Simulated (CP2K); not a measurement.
Two runs for the N K edge of nitric acid. Run A: CP2K XAS_TDP, all-electron GAPW, PBEh(45%), aug-cc-pVTZ, TDA, no relativity. Run B differs in one setting.

First lines with a strength over 0.0015. A:

| atom | energy (eV) | states | strength, one atom |
| --- | --- | --- | --- |
| N2 (bonded to 3 O) | 399.77 | 1 | 0.0759 |
|  | 403.53 | 1 | 0.0611 |
|  | 407.09 | 1 | 0.0053 |
|  | 408.41 | 1 | 0.0071 |
|  | 409.32 | 1 | 0.0029 |

B:

| atom | energy (eV) | states | strength, one atom |
| --- | --- | --- | --- |
| N2 (bonded to 3 O) | 403.86 | 1 | 0.0752 |
|  | 407.62 | 1 | 0.0605 |
|  | 411.18 | 1 | 0.0053 |
|  | 412.51 | 1 | 0.0070 |
|  | 413.41 | 1 | 0.0029 |

Which was it: GW2X switched on, the functional, scalar relativity switched on, the basis?

GW2X switched on. GW2X shifts an atom's lines together and keeps their spacings. Against PBEh(45%) in aug-cc-pVTZ, the leading line moves by +4.09 eV, to 403.86 eV.

[Hosts, paths, dates, database ids (printed as entryN), source tags and the programs' standing remarks are cut or masked in the printed files.]
